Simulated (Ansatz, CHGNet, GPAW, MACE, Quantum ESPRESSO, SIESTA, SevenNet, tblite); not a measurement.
## Finding the fault: tblite, Ru(0001) slab (54 atoms)

Program: tblite 0.8.0, a calculation on a cell of 54 Ru, with vacuum.

run.py reads:

```python
import numpy as np
from ase.io import read
from tblite.ase import TBLite

atoms = read("structure.xyz")
atoms.calc = TBLite(method="GFN1-xTB", electronic_temperature=580, accuracy=1.0, max_iterations=4, mixer_damping=0.4, verbosity=1)
energy = atoms.get_potential_energy()
forces = atoms.get_forces()
print(f"energy {energy:.6f} eV")
print("forces (eV/A)")
for i, (a, f) in enumerate(zip(atoms, forces)):
    print(f"{i:4d} {a.symbol:2s} {f[0]:10.5f} {f[1]:10.5f} {f[2]:10.5f}")
print("charges (e)")
print(np.array2string(atoms.get_charges(), precision=4, suppress_small=True, max_line_width=110, threshold=100000))
```

structure.xyz reads:

```xyz
54
Lattice="8.11800 0.00000 0.00000 4.05900 7.03039 0.00000 0.00000 0.00000 22.70500" Properties=species:S:1:pos:R:3 pbc="T T T"
Ru 8.04656 0.00394 6.04180
Ru 8.11731 1.57544 8.12430
Ru 12.15999 7.01499 10.25812
Ru 8.18160 1.51006 12.43280
Ru 8.11561 0.03607 14.56866
Ru 8.16439 1.52496 16.74562
Ru 2.73069 0.00499 5.97868
Ru 2.71677 1.62950 8.15268
Ru 2.72814 0.01294 10.31692
Ru 2.73090 1.56159 12.47617
[... 40 atom lines left out ...]
Ru 8.11069 4.71233 10.27401
Ru 8.08468 6.30492 12.37491
Ru 8.10310 4.70467 14.58796
Ru 8.13720 6.24488 16.69544
```

Started as:

```
OMP_NUM_THREADS=1 python run.py > output.txt
```

Log:

```text
------------------------------------------------------------
  cycle        total energy    energy error   density error
------------------------------------------------------------
      1     -183.1092663041  -1.8314059E+02   1.1365552E+00
      2      700.1148661628   8.8322413E+02   2.6940015E+00
      3      530.9575121074  -1.6915735E+02   2.3424064E+00
      4      37.97832523075  -4.9297919E+02   1.9873241E+00
------------------------------------------------------------
 total:                                   2.250 sec
tblite.exceptions.TBLiteRuntimeError: SCF not converged in 4 cycles
The above exception was the direct cause of the following exception:
ase.calculators.calculator.CalculationFailed: SCF not converged in 4 cycles
```

Elapsed: 2.8 s, on 1 thread of Arm Neoverse V1, shared host; peak memory 0.13 GiB.

Banners, paths, timers and routine set-up lines are dropped from the logs unmarked, and long logs keep their key lines alone; longer cuts are marked.

Why should this run not be trusted?

Too few iterations: iteration limit 4.

The run ended unconverged.

[Also dropped from logs without a mark: logging warnings of Python, and SIESTA's first energy breakdown and zero terms.]

[Logs are printed without paths, hosts, clocks, repeated set-up lines and the standing remarks that a program may print on its own settings, such as how far it seeks lower states.]

[Hosts, paths, dates, database ids (printed as entryN), source tags and the programs' standing remarks are cut or masked in the printed files.]
